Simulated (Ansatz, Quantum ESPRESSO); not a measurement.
# NaI (Fm-3m): third-order response, part 2 of 3

Which lines does NaI (Fm-3m) show in Raman and infrared spectra?

Quantum ESPRESSO 8.0 development, patched; DFT LDA, scalar-relativistic, plane waves, PseudoDojo norm-conserving pseudopotentials.

So far. Step 2 (A probe with smearing): A gap of 3.3 eV opens on this mesh, so the crystal is taken as an insulator; the start stands at -1.6 GPa. Step 4 (Self-consistent run for the response): The cell stands at -0.0030 GPa, close enough for phonons. The relaxed cell has a = 6.263 Å (conventional setting).

**5. Zone-centre response**

At q = 0 one unit cell holds all displacements; symmetry groups them into irreducible representations that are solved one by one. The response to a field gives ε∞ and the Born charges, which polar modes need. Third-order response adds the Raman tensors.

ph.in

```
phonons
&INPUTPH
  prefix = 'x'
  outdir = './tmp'
  fildyn = 'g.dyn'
  tr2_ph = 1.0d-18
  epsil  = .true.
  lraman = .true.
  elop   = .true.
/
0.000000000000 0.000000000000 0.000000000000
```

Launch:

```bash
$ OMP_NUM_THREADS=1 mpirun -n 2 ph.x -nk 2 -in ph.in > ph.out
```

The log of the run:

```text
[banners, grids, parts of the stress and lines that vanish by symmetry left out]
[banner, memory and clock lines left out]
Program PHONON v.8.0dev

     Dynamical matrices for q-points given in input
     (   1q-points):
       N         xq(1)         xq(2)         xq(3)
       1   0.000000000   0.000000000   0.000000000

     ./tmp/x.save/

     IMPORTANT: XC functional enforced from input :
     Exchange-correlation= PW
                           (   1   4   0   0   0   0   0)
     Any further DFT definition will be discarded
     Please, verify this is what you really want

     G-vector sticks info

     Reading collected, re-writing distributed wavefunctions in ./tmp/

     Number and degeneracy of irreps per q-point
       N         xq(1)         xq(2)         xq(3)   N irreps
       1   0.000000000   0.000000000   0.000000000       2
        3   3

     Calculation of q =    0.0000000   0.0000000   0.0000000

     phonons

     bravais-lattice index     =            2
     lattice parameter (alat)  =      11.8355  a.u.
     unit-cell volume          =     414.4786 (a.u.)^3
     number of atoms/cell      =            2
     number of atomic types    =            2
     kinetic-energy cut-off    =      88.0000  Ry
     charge density cut-off    =     352.0000  Ry
     convergence threshold     =      1.0E-18
     beta                      =       0.7000
     number of iterations used =            4
     Exchange-correlation= PW
                           (   1   4   0   0   0   0   0)

     celldm(1)=   11.83552  celldm(2)=    0.00000  celldm(3)=    0.00000
     celldm(4)=    0.00000  celldm(5)=    0.00000  celldm(6)=    0.00000

     crystal axes: (cart. coord. in units of alat)
               a(1) = ( -0.5000  0.0000  0.5000 )
               a(2) = (  0.0000  0.5000  0.5000 )
               a(3) = ( -0.5000  0.5000  0.0000 )

     reciprocal axes: (cart. coord. in units 2 pi/alat)
               b(1) = ( -1.0000 -1.0000  1.0000 )
               b(2) = (  1.0000  1.0000  1.0000 )
               b(3) = ( -1.0000  1.0000 -1.0000 )

     Atoms inside the unit cell:

     Cartesian axes

     site n.  atom      mass           positions (alat units)
        1  Na     22.9898   tau(    1) = (    0.00000    0.00000    0.00000  )
        2  I     126.9045   tau(    2) = (   -0.50000    0.50000    0.50000  )

     Computing dynamical matrix for
                    q = (   0.0000000   0.0000000   0.0000000 )

     49 Sym.Ops. (with q -> -q+G )

     G cutoff = 1248.9863  (  45911 G-vectors)     FFT grid: ( 50, 50, 50)
     number of k points=    16
                       cart. coord. in units 2pi/alat
        k(    1) = (   0.0000000   0.0000000   0.0000000), wk =   0.0092593
        k(    2) = (  -0.1666667   0.1666667  -0.1666667), wk =   0.0740741
        k(    3) = (  -0.3333333   0.3333333  -0.3333333), wk =   0.0740741
        [... further k-points left out ...]

     PseudoPot. # 1 for Na read from file:
     ./pseudo/Na.upf
     Pseudo is Norm-conserving, Zval =  9.0

     PseudoPot. # 2 for I  read from file:
     ./pseudo/I.upf
     Pseudo is Norm-conserving + core correction, Zval =  7.0

     Mode symmetry, O_h (m-3m)  point group:

     Electric field:
     Dielectric constant
     Born effective charges as d Force / d E
     Raman tensor
     Electro-optic tensor

     Atomic displacements:
     There are    2 irreducible representations

     Representation     1      3 modes -  To be done

     Representation     2      3 modes -  To be done

     Alpha used in Ewald sum =   2.8000

     Electric Fields Calculation

     The passes end when |ddv_scf|^2 is under  4.4E-20 (on this mesh; tr2_ph alone asks  1.0E-18)

      iter #   1   av.it.:   6.4
      thresh= 1.000E-02 alpha_mix =  0.700 |ddv_scf|^2 =  7.651E-08

      [... iterations left out ...]
      iter #   7   av.it.:  13.3
      thresh= 2.506E-10 alpha_mix =  0.700 |ddv_scf|^2 =  3.856E-20

     End of electric fields calculation

          Dielectric constant in cartesian axis

          (       3.657404759       0.000000000       0.000000000 )
          (       0.000000000       3.657404759      -0.000000000 )
          (       0.000000000      -0.000000000       3.657404759 )

          Effective charges (d Force / dE) in cartesian axis without acoustic sum rule applied (asr)

           atom    1  Na    Mean Z*:        1.16738
      Ex  (        1.16738       -0.00000       -0.00000 )
      Ey  (       -0.00000        1.16738       -0.00000 )
      Ez  (       -0.00000       -0.00000        1.16738 )
           atom    2  I     Mean Z*:       -1.17622
      Ex  (       -1.17622       -0.00000       -0.00000 )
      Ey  (       -0.00000       -1.17622        0.00000 )
      Ez  (       -0.00000        0.00000       -1.17622 )

          Effective charges Sum: Mean:       -0.00884
             -0.00884       -0.00000       -0.00000
             -0.00000       -0.00884       -0.00000
             -0.00000        0.00000       -0.00884

          Effective charges (d Force / dE) in cartesian axis with asr applied:
           atom    1  Na    Mean Z*:        1.17180
      E*x (        1.17180       -0.00000       -0.00000 )
      E*y (       -0.00000        1.17180       -0.00000 )
      E*z (       -0.00000       -0.00000        1.17180 )
           atom    2  I     Mean Z*:       -1.17180
      E*x (       -1.17180        0.00000        0.00000 )
      E*y (        0.00000       -1.17180        0.00000 )
      E*z (        0.00000        0.00000       -1.17180 )

     Calling punch_plot_e
     Writing on file  drho

     Computing Pc [DH,Drho] |psi>

     Derivative coefficient:  0.001000    Threshold: 1.00E-12
     Message from routine dhdrhopsi:
     some bands at k + dk did not converge to eth_ns: the Raman tensors may be inaccurate, compare with a run at another eth_ns or dek
     Non-scf  u_k: avg # of iterations = 12.6
     Non-scf Du_k: avg # of iterations = 28.2

          Dielectric constant from finite-differences

          (       3.657215897       0.000000000       0.000000000 )
          (       0.000000000       3.657215897      -0.000000000 )
          (       0.000000000      -0.000000000       3.657215897 )

              Electro-optic tensor is defined as
            the derivative of the dielectric tensor
              with respect to one electric field
                 units are Rydberg a.u.

            to obtain the static chi^2 multiply by 1/2

            to convert to pm/Volt multiply per 2.7502

          Electro-optic tensor in cartesian axis:

          (       0.000000000      -0.000000000       0.000000000 )
          (      -0.000000000       0.000000000       0.000000000 )
          (       0.000000000       0.000000000       0.000000000 )

          (       0.000000000      -0.000000000       0.000000000 )
          (      -0.000000000       0.000000000      -0.000000000 )
          (       0.000000000      -0.000000000       0.000000000 )

          (      -0.000000000       0.000000000       0.000000000 )
          (      -0.000000000       0.000000000      -0.000000000 )
          (       0.000000000       0.000000000       0.000000000 )

          Electro-optic tensor: contribution #   1

          (       0.000000000       0.000000000       0.000000000 )
          (       0.000000000      -0.000000000       0.000000000 )
          (       0.000000000       0.000000000       0.000000000 )

          (       0.000000000      -0.000000000       0.000000000 )
          (      -0.000000000      -0.000000000      -0.000000000 )
          (       0.000000000      -0.000000000       0.000000000 )

          (       0.000000000       0.000000000       0.000000000 )
          (       0.000000000      -0.000000000       0.000000000 )
          (       0.000000000       0.000000000       0.000000000 )

          Electro-optic tensor: contribution #   2

          (      -0.000000000       0.000000000       0.000000000 )
          (       0.000000000       0.000000000      -0.000000000 )
          (      -0.000000000      -0.000000000       0.000000000 )

          (      -0.000000000      -0.000000000       0.000000000 )
          (       0.000000000      -0.000000000       0.000000000 )
          (      -0.000000000      -0.000000000      -0.000000000 )

          (       0.000000000       0.000000000      -0.000000000 )
          (       0.000000000       0.000000000      -0.000000000 )
          (      -0.000000000      -0.000000000       0.000000000 )

     Computing Second order response

      iter #   1   av.it.:   8.7
      thresh= 1.000E-02 alpha_mix =  0.700 |ddv_scf|^2 =  1.857E-07

      [... iterations left out ...]
      iter #   9   av.it.:  13.5
      thresh= 5.378E-11 alpha_mix =  0.700 |ddv_scf|^2 =  3.781E-21

          Raman tensor (au^-1) in cartesian axis

           atom      1
          (      -0.000000000       0.000000000      -0.000000000 )
          (      -0.000000000       0.000000000      -0.000000000 )
          (      -0.000000000       0.000000000      -0.000000000 )

          (       0.000000000      -0.000000000       0.000000000 )
          (      -0.000000000      -0.000000000       0.000000000 )
          (      -0.000000000       0.000000000      -0.000000000 )

          (       0.000000000       0.000000000      -0.000000000 )
          (      -0.000000000      -0.000000000      -0.000000000 )
          (       0.000000000      -0.000000000       0.000000000 )

           atom      2
          (      -0.000000000      -0.000000000      -0.000000000 )
          (      -0.000000000      -0.000000000      -0.000000000 )
          (      -0.000000000      -0.000000000      -0.000000000 )

          (      -0.000000000      -0.000000000       0.000000000 )
          (      -0.000000000      -0.000000000       0.000000000 )
          (       0.000000000       0.000000000       0.000000000 )

          (      -0.000000000      -0.000000000      -0.000000000 )
          (      -0.000000000      -0.000000000      -0.000000000 )
          (      -0.000000000      -0.000000000       0.000000000 )

     Raman tensor (A^2)

     atom #    1    pol.  1
     -0.666592299365E-21      0.121794753456E-20     -0.114536728420E-20
     -0.574911983120E-21      0.668502305954E-22     -0.727712510195E-21
     -0.106387366976E-20      0.168717248645E-21     -0.890699739076E-21
     atom #    1    pol.  2
      0.413198091966E-21     -0.114536728420E-20      0.127906774539E-20
     -0.445668203969E-23     -0.215385076290E-20      0.118738742915E-20
[...]
atom #    1    pol.  3
[...]
atom #    2    pol.  1
[...]
atom #    2    pol.  2
[...]
atom #    2    pol.  3
[...]
-0.126553853206E-20     -0.110509797863E-20      0.525251811821E-23

     Representation #   1 modes #   1   2   3

     Self-consistent Calculation

     The passes end when |ddv_scf|^2 is under  4.4E-20 (on this mesh; tr2_ph alone asks  1.0E-18)

      iter #   1   av.it.:   5.8
      thresh= 1.000E-02 alpha_mix =  0.700 |ddv_scf|^2 =  3.846E-08

      [... iterations left out ...]
      iter #   8   av.it.:  13.5
      thresh= 2.223E-11 alpha_mix =  0.700 |ddv_scf|^2 =  2.164E-21

     End of self-consistent calculation

     Convergence has been achieved

     Representation #   2 modes #   4   5   6

     Self-consistent Calculation

     The passes end when |ddv_scf|^2 is under  4.4E-20 (on this mesh; tr2_ph alone asks  1.0E-18)

      iter #   1   av.it.:   7.9
      thresh= 1.000E-02 alpha_mix =  0.700 |ddv_scf|^2 =  6.003E-07

      [... iterations left out ...]
      iter #   8   av.it.:  13.5
      thresh= 1.865E-10 alpha_mix =  0.700 |ddv_scf|^2 =  8.630E-21

     End of self-consistent calculation

     Convergence has been achieved

     Number of q in the star =    1
     List of q in the star:
          1   0.000000000   0.000000000   0.000000000

          Dielectric constant in cartesian axis

          (       3.657404759       0.000000000       0.000000000 )
          (       0.000000000       3.657404759      -0.000000000 )
          (       0.000000000      -0.000000000       3.657404759 )

          Effective charges (d Force / dE) in cartesian axis without acoustic sum rule applied (asr)

           atom    1  Na    Mean Z*:        1.16738
      Ex  (        1.16738       -0.00000       -0.00000 )
      Ey  (       -0.00000        1.16738       -0.00000 )
      Ez  (       -0.00000       -0.00000        1.16738 )
           atom    2  I     Mean Z*:       -1.17622
      Ex  (       -1.17622       -0.00000       -0.00000 )
      Ey  (       -0.00000       -1.17622        0.00000 )
      Ez  (       -0.00000        0.00000       -1.17622 )

          Effective charges Sum: Mean:       -0.00884
             -0.00884       -0.00000       -0.00000
             -0.00000       -0.00884       -0.00000
             -0.00000        0.00000       -0.00884

          Effective charges (d Force / dE) in cartesian axis with asr applied:
           atom    1  Na    Mean Z*:        1.17180
      E*x (        1.17180       -0.00000       -0.00000 )
      E*y (       -0.00000        1.17180       -0.00000 )
      E*z (       -0.00000       -0.00000        1.17180 )
           atom    2  I     Mean Z*:       -1.17180
      E*x (       -1.17180        0.00000        0.00000 )
      E*y (        0.00000       -1.17180        0.00000 )
      E*z (        0.00000        0.00000       -1.17180 )

     Diagonalizing the dynamical matrix

     q = (    0.000000000   0.000000000   0.000000000 )

 **************************************************************************
     freq (    1) =       0.110650 [THz] =       3.690874 [cm-1]
     freq (    2) =       0.110650 [THz] =       3.690874 [cm-1]
     freq (    3) =       0.110650 [THz] =       3.690874 [cm-1]
     freq (    4) =       3.911625 [THz] =     130.477763 [cm-1]
     freq (    5) =       3.911625 [THz] =     130.477763 [cm-1]
     freq (    6) =       3.911625 [THz] =     130.477763 [cm-1]
 **************************************************************************

     Mode symmetry, O_h (m-3m)  point group:

     freq (   1-   3) =          3.7  [cm-1]   --> T_1u G_15  G_4- I
     freq (   4-   6) =        130.5  [cm-1]   --> T_1u G_15  G_4- I
```

It took 3 min on 2 MPI ranks of AMD EPYC 9R45 (Zen 5), shared host; 6 min of CPU time.

This step gave:

```yaml
miss_of_the_charge_sum_rule: 0.008840 e
largest_acoustic_frequency_at_the_zone_centre_before_the_sum_rule: 3.69 cm⁻¹
highest_optical_zone_centre_mode_no_lo_to_term: 130.5 cm⁻¹
lowest_optical_zone_centre_mode: 130.5 cm⁻¹
mean_high_frequency_dielectric_constant: 3.657
largest_born_charge_in_size_third_of_the_trace: 1.176 e
```

Born charge (rows field, columns displacement), before the sum rule (e), principal values of the symmetric part by kind of site:

```
atom  atoms with these values    low  middle   high   mean
 Na1                        1   1.17    1.17   1.17   1.17
  I2                        1  -1.18   -1.18  -1.18  -1.18
```

In full for Na1:

```
1.17 0.00 0.00
0.00 1.17 0.00
0.00 0.00 1.17
```

High-frequency dielectric tensor:

```
3.66 0.00 0.00
0.00 3.66 0.00
0.00 0.00 3.66
```

The acoustic modes at Γ come out as far as 3.7 cm⁻¹ from zero, where they should vanish, a small numerical error; the Born charges miss their sum rule by 0.0088 e, which is good.

**6. Modes with the sum rule**

A rigid shift of the crystal must cost nothing, but grids and finite bases break this; the acoustic sum rule is imposed before the matrix is diagonalised again. With Born charges the intensities follow, and the static dielectric tensor.

dynmat.in

```
&INPUT
  fildyn = 'g.dyn'
  asr    = 'simple'
  fileig = 'dynmat.eig'
  lperm  = .true.
/
```

Launch:

```bash
$ dynmat.x -in dynmat.in > dynmat.out
```

The log of the run:

```text
[banner, memory and clock lines left out]
Program DYNMAT v.8.0dev

     Reading Dynamical Matrix from file g.dyn
     ...Force constants read
     ...epsilon and Z* read
     ...Raman cross sections read
     A direction for q was not specified:TO-LO splitting will be absent

     Polarizability (A^3 units)
     multiply by 0.530278 for Clausius-Mossotti correction (not under assume_isolated = 'mt')
        12.988331    0.000000    0.000000
         0.000000   12.988331   -0.000000
         0.000000   -0.000000   12.988331

     IR activities are in (D/A)^2/amu units

# mode   [cm-1]    [THz]      IR
    1     -0.00   -0.0000    0.0000
    2     -0.00   -0.0000    0.0000
    3      0.00    0.0000    0.0000
    4    130.19    3.9030    1.6276
    5    130.19    3.9030    1.6276
    6    130.19    3.9030    1.6276

Electronic dielectric permittivity tensor (relative, adimensional)
         3.657405    0.000000    0.000000
         0.000000    3.657405   -0.000000
         0.000000   -0.000000    3.657405

 ... with zone-center polar mode contributions
         6.992038    0.000000    0.000000
         0.000000    6.992038    0.000000
         0.000000    0.000000    6.992038
```

It took 0.62 s on 1 thread.

This step gave:

```
highest optical zone-centre mode (no LO-TO term) : 130.2 cm⁻¹
lowest optical zone-centre mode                  : 130.2 cm⁻¹
mean static dielectric constant                  : 6.992
```

Unit eigenvectors of the mass-weighted matrix after the sum rule; no LO-TO term. The modes at Γ (shares of kinetic energy by element, %):

```
mode  frequency (cm⁻¹)  symmetry  Na %  I %
   1               0.0  acoustic    15   85
   2               0.0  acoustic    15   85
   3               0.0  acoustic    15   85
   4             130.2       T1u    85   15
   5             130.2       T1u    85   15
   6             130.2       T1u    85   15
```

Displacements in mode 5 (130.2 cm⁻¹), the largest set to 1:
```
Na1  0.00  0.00  1.00
I2   0.00  0.00 -0.18
```

Degenerate modes summed, no LO-TO term. Lines of the infrared spectrum (strongest = 100):

```
position (cm⁻¹)  lines merged  label  IR intensity, relative
            130             3    T1u                     100
```

Static dielectric tensor (ions relaxed, fixed cell):

```
6.99 0.00 0.00
0.00 6.99 0.00
0.00 0.00 6.99
```

The rule moves no optical mode by more than 0.3 cm⁻¹.

**7. Sum rules set otherwise: a sum rule for molecules or wires on a crystal**

This rule also removes rotations, which suits molecules and not a crystal; it is tried to see the harm.

dynmat.in

```
&INPUT
  fildyn = 'g.dyn'
  asr    = 'zero-dim'
  fileig = 'dynmat.eig'
  lperm  = .true.
/
```

Launch:

```bash
$ dynmat.x -in dynmat.in > dynmat.out
```

The log of the run:

```text
[banner, memory and clock lines left out]
Program DYNMAT v.8.0dev

     Reading Dynamical Matrix from file g.dyn
     ...Force constants read
     ...epsilon and Z* read
     ...Raman cross sections read
     Warning: this looks like a crystal, not a molecule in a box: use asr = 'crystal'
     Acoustic Sum Rule: || Z*(ASR) - Z*(orig)|| =    1.083005E-02
     Acoustic Sum Rule: ||dyn(ASR) - dyn(orig)||=    7.073217E-02
     Message from routine dynmat:
     WARNING: the charges keep any dipole. Ignore the strengths of the modes set to zero; with q typed a rigid rotation may get a frequency
     A direction for q was not specified:TO-LO splitting will be absent

     Polarizability (A^3 units)
     multiply by 0.530278 for Clausius-Mossotti correction (not under assume_isolated = 'mt')
        12.988331    0.000000    0.000000
         0.000000   12.988331   -0.000000
         0.000000   -0.000000   12.988331

     IR activities are in (D/A)^2/amu units

# mode   [cm-1]    [THz]      IR
    1     -0.00   -0.0000    0.9895
    2     -0.00   -0.0000    1.0322
    3     -0.00   -0.0000    0.2691
    4      0.00    0.0000    0.4713
    5      0.00    0.0000    0.4932
    6    130.29    3.9060    1.6276

Electronic dielectric permittivity tensor (relative, adimensional)
         3.657405    0.000000    0.000000
         0.000000    3.657405   -0.000000
         0.000000   -0.000000    3.657405

 ... with zone-center polar mode contributions
         4.767224   -1.109820   -1.109820
        -1.109820    4.767224    1.109820
        -1.109820    1.109820    4.767224
```

Run time: 0.61 s. Hardware: 1 thread.

The run ended normally, but on settings that are not sound.

The fault: a sum rule for molecules or wires on a crystal; 2 optical modes are projected out to zero frequency, as if they were rotations, and the static dielectric tensor is spoilt.

For a crystal the rule has to be 'simple' or 'crystal'.

Zone-centre frequencies as printed; negative means imaginary. Modes:

```
mode  frequency (cm⁻¹)
   1                 0
   2                 0
   3                 0
   4                 0
   5                 0
   6             130.3
```

(Part 2 of 3 ends here.)

[Host names and launcher messages were left out of these logs when they were recorded.]

[Logs are printed without paths, hosts, clocks, repeated set-up lines and the standing remarks that a program may print on its own settings, such as how far it seeks lower states.]

[Hosts, paths, dates, database ids (printed as entryN), source tags and the programs' standing remarks are cut or masked in the printed files.]
